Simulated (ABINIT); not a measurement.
# A GW run on ZnSe (Stilleite) in ABINIT, with inputs changed

A base run on ZnSe (Stilleite), then changed inputs.

Method: PBE and many-body steps on it, plane waves, in ABINIT 10.8.3.

Most raw output is cut from this account.

### Step 1. Set-up

Symmetry: F-43m, No. 216, cubic system. Conventional cell: a = 5.668 Å, b = 5.668 Å, c = 5.668 Å, α = 90.00°, β = 90.00°, γ = 90.00°. Nearest to Zn lie 4 Se at 2.45 Å. Nearest to Se lie 4 Zn at 2.45 Å. Farther neighbours and most contacts between anions are not listed.

The cell and positions come from the Crystallography Open Database and are kept as given unless a step says otherwise.

### Step 2. Screening, 4×4×4 mesh, 153 bands, screening to 190.5 eV

This step: ABINIT 10.8.3; RPA screening on PBE, plane waves, norm-conserving pseudopotentials.

The RPA dielectric matrix is built and inverted for each q.

Input file run.abi:

```
acell 3*1.0 Angstrom
rprim 
  -0.000000000000 2.833800000000 2.833800000000
  2.833800000000 -0.000000000000 2.833800000000
  2.833800000000 2.833800000000 0.000000000000
ntypat 2
znucl 30 34
natom 2
typat 1 2
xred 
  0.000000000000 0.000000000000 0.000000000000
  0.250000000000 0.250000000000 0.250000000000
pp_dirpath "pseudos"
pseudos "Zn.upf, Se.upf"
ecut 39
ngkpt 4 4 4
nshiftk 1
shiftk 0 0 0
kptopt 1
chksymbreak 0
istwfk *1
occopt 1
irdwfk 1
optdriver 3
nband 153
ecuteps 7
inclvkb 2
awtr 1
symchi 1
indata_prefix "in"
outdata_prefix "out"
tmpdata_prefix "tmp"
```

Started as:

```
$ OMP_NUM_THREADS=1 mpirun -n 4 abinit run.abi > log
```

It took 67 s on 4 MPI ranks of Arm Neoverse V1, shared host; peak memory 1.3 GiB.

This step gave:

```
ε∞ with local fields, on this mesh, along the program's q direction : 14.04
the same without local fields                                       : 15.00
plasma frequency                                                    : 33.02 eV
plane waves in the screening matrix                                 : 283
```

Local fields lower ε∞ by 6 %. On a Γ-centred mesh this coarse the value itself is usually too large, while a short band sum pulls it down.

### Step 3. Base

The self-energy is evaluated for the states that the input lists, and the levels follow from it, in one-shot runs by the linearised quasiparticle equation.

This step: G0W0 on PBE, plane waves, norm-conserving pseudopotentials.

Edit run.abi of step 2 so:

```diff
@@ -23,8 +23,15 @@
 irdwfk 1
-optdriver 3
+optdriver 4
 nband 153
+gwcalctyp 0
+ecutsigx 39
+symsigma 1
+nkptgw 1
+kptgw 
+  0.0000000000 0.0000000000 0.0000000000
+bdgw 
+  16 22
 ecuteps 7
-inclvkb 2
-awtr 1
-symchi 1
+irdscr 1
+ppmodel 1
 indata_prefix "in"
```

Elapsed: 12 s, on 4 MPI ranks; peak memory 1 GiB; 46 s of CPU time.

Numbers from this step:

| Quantity | Value |
| --- | --- |
| G0W0 gap on the points computed | 2.521 eV |
| starting gap on the mesh | 1.288 eV |
| k of the valence top | 0, 0, 0 |
| k of the conduction bottom | 0, 0, 0 |
| Z at the valence top | 0.799 |
| Z at the conduction bottom | 0.815 |
| least direct G0W0 gap on the computed points | 2.521 eV |

The gap on the mesh goes from 1.29 eV to 2.52 eV, a correction of +1.23 eV.

### Step 4. Coulomb singularity

Edit run.abi of step 3 so:

```diff
@@ -36,2 +36,3 @@
 ppmodel 1
+gw_icutcoul 3
 indata_prefix "in"
```

Wall time 11 s (4 MPI ranks); peak memory 1 GiB.

This step gave:

```yaml
g0w0_gap_on_the_points_computed: 2.511 eV
starting_gap_on_the_mesh: 1.288 eV
k_of_the_valence_top: 0, 0, 0
k_of_the_conduction_bottom: 0, 0, 0
z_at_the_valence_top: 0.806
z_at_the_conduction_bottom: 0.822
least_direct_g0w0_gap_on_the_computed_points: 2.511 eV
```

Against G0W0 in ABINIT (4×4×4 mesh, 153 bands, screening to 190.5 eV, Godby-Needs plasmon pole), the gap moves by −0.010 eV.

### Step 5. Side by side

Times are wall times on 4 MPI ranks of Arm Neoverse V1, shared host, good to a factor of about two. A run's time includes the screening step that it read.

```
                run   mesh  bands  screening cutoff (eV)  DFT gap (eV)  gap on the mesh (eV)  direct (eV)  ε∞ used  time
               base  4×4×4    153                  190.5         1.288                 2.521        2.521    14.04  79 s
Coulomb singularity  4×4×4    153                  190.5         1.288                 2.511        2.511    14.04  78 s
```

### Step 6. Results

```json
{
 "base": "2.521 eV",
 "Coulomb singularity": "2.511 eV",
 "known limits": "not at the basis limit; exchange with frozen shells missing; no spin-orbit coupling; coarse k mesh"
}
```

**Reading.** Coulomb singularity: −0.010 eV against base (keys changed: gw_icutcoul). Bands and cutoff are finite, so the gap is not at the basis limit. The miss can reach some tenths of an eV and take either sign; the mesh is an error of its own. In the first G0W0 run levels were corrected at 1 k point alone, so a gap called «on the mesh» is the least over those, and an edge elsewhere would be missed. The 4×4×4 mesh is coarse for this cell, which bears on the long-range parts of exchange and screening. The norm-conserving file of at least one element keeps a d shell over frozen s and p shells of the same row. Exchange with those shells is missing from the self-energy, an error of 0.3 to 0.9 eV in cases checked, whose sign depends on which edge lies on those atoms. The many-body steps are scalar-relativistic: spin-orbit coupling is not in them.

[Paths, hosts, dates, memory and timing lines, banners, echoed tables and standing remarks are left out of the program output.]

[Logs are printed without paths, hosts, clocks, repeated set-up lines and the standing remarks that a program may print on its own settings, such as how far it seeks lower states.]

[Runs of the session that timed out or met a known fault of the program may be left out.]

[No measured gap is set beside runs whose start may be inverted or whose files or cutoffs have a known fault.]

[Hosts, paths, dates, database ids (printed as entryN), source tags and the programs' standing remarks are cut or masked in the printed files.]

[G0W0 gaps are taken among the corrected bands and points alone; a level outside them can change the order at an edge.]

[Where Ansatz stands beside ABINIT at settings called matched, ABINIT's density can come from a denser mesh and the files from another edition; pairs whose starting gaps differed by over 0.03 eV were left out, so agreement reads better than it is.]
